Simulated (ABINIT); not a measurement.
An input for ABINIT 10.8.3 (PtS2 (P-3m1)):

```
acell 3*1.0 Angstrom
rprim 
  3.548742189349 0.000000000014 0.000000000000
  -1.774371094686 3.073300887451 0.000000000000
  0.000000000000 0.000000000000 5.597066540000
ntypat 2
znucl 78 16
natom 3
typat 1 2 2
xred 
  0.000000000000 0.000000000000 0.000000000000
  0.666666666667 0.333333333333 0.779664060000
  0.333333333333 0.666666666667 0.220335940000
pp_dirpath "pseudos"
pseudos "Pt.upf, S.upf"
ecut 38
nspinor 2
iscf -2
irdden 1
kptopt 0
nkpt 39
kpt 
  0.00000000 0.00000000 0.00000000
  0.12500000 0.00000000 0.00000000
  0.25000000 0.00000000 0.00000000
  0.37500000 0.00000000 0.00000000
  0.50000000 0.00000000 0.00000000
  0.45833333 0.08333333 0.00000000
  0.41666666 0.16666666 0.00000000
  0.37500000 0.25000000 0.00000000
  0.33333333 0.33333333 0.00000000
  0.25000000 0.25000000 0.00000000
  0.16666666 0.16666666 0.00000000
  0.08333333 0.08333333 0.00000000
  0.00000000 0.00000000 0.00000000
  0.00000000 0.00000000 0.12500000
  0.00000000 0.00000000 0.25000000
  0.00000000 0.00000000 0.37500000
  0.00000000 0.00000000 0.50000000
  0.12500000 0.00000000 0.50000000
  0.25000000 0.00000000 0.50000000
  0.37500000 0.00000000 0.50000000
  0.50000000 0.00000000 0.50000000
  0.45833333 0.08333333 0.50000000
  0.41666666 0.16666666 0.50000000
  0.37500000 0.25000000 0.50000000
  0.33333333 0.33333333 0.50000000
  0.25000000 0.25000000 0.50000000
  0.16666666 0.16666666 0.50000000
  0.08333333 0.08333333 0.50000000
  0.00000000 0.00000000 0.50000000
  0.50000000 0.00000000 0.50000000
  0.50000000 0.00000000 0.37500000
  0.50000000 0.00000000 0.25000000
  0.50000000 0.00000000 0.12500000
  0.50000000 -0.00000000 0.00000000
  0.33333333 0.33333333 0.50000000
  0.33333333 0.33333333 0.37500000
  0.33333333 0.33333333 0.25000000
  0.33333333 0.33333333 0.12500000
  0.33333333 0.33333333 0.00000000
istwfk *1
nband 46
nbdbuf 6
tolwfr 1e-08
nstep 40
prtwf 0
prtvol 0
indata_prefix "in"
outdata_prefix "out"
tmpdata_prefix "tmp"
```

```sh
OMP_NUM_THREADS=1 mpirun -n 8 abinit run.abi > log
```

Question: How long will it take on 8 MPI ranks of Arm Neoverse N1, shared host, and how much memory?

It took 2.3 min; on shared hardware allow 70 s to 4.7 min. Peak host memory was 0.81 GiB.

[Paths, hosts, dates, memory and timing lines, banners, echoed tables and standing remarks are left out of the program output.]

[Logs are printed without paths, hosts, clocks, repeated set-up lines and the standing remarks that a program may print on its own settings, such as how far it seeks lower states.]

[Runs of the session that timed out or met a known fault of the program may be left out.]

[Hosts, paths, dates, database ids (printed as entryN), source tags and the programs' standing remarks are cut or masked in the printed files.]

[G0W0 gaps are taken among the corrected bands and points alone; a level outside them can change the order at an edge.]

[Where Ansatz stands beside ABINIT at settings called matched, ABINIT's density can come from a denser mesh and the files from another edition; pairs whose starting gaps differed by over 0.03 eV were left out, so agreement reads better than it is.]
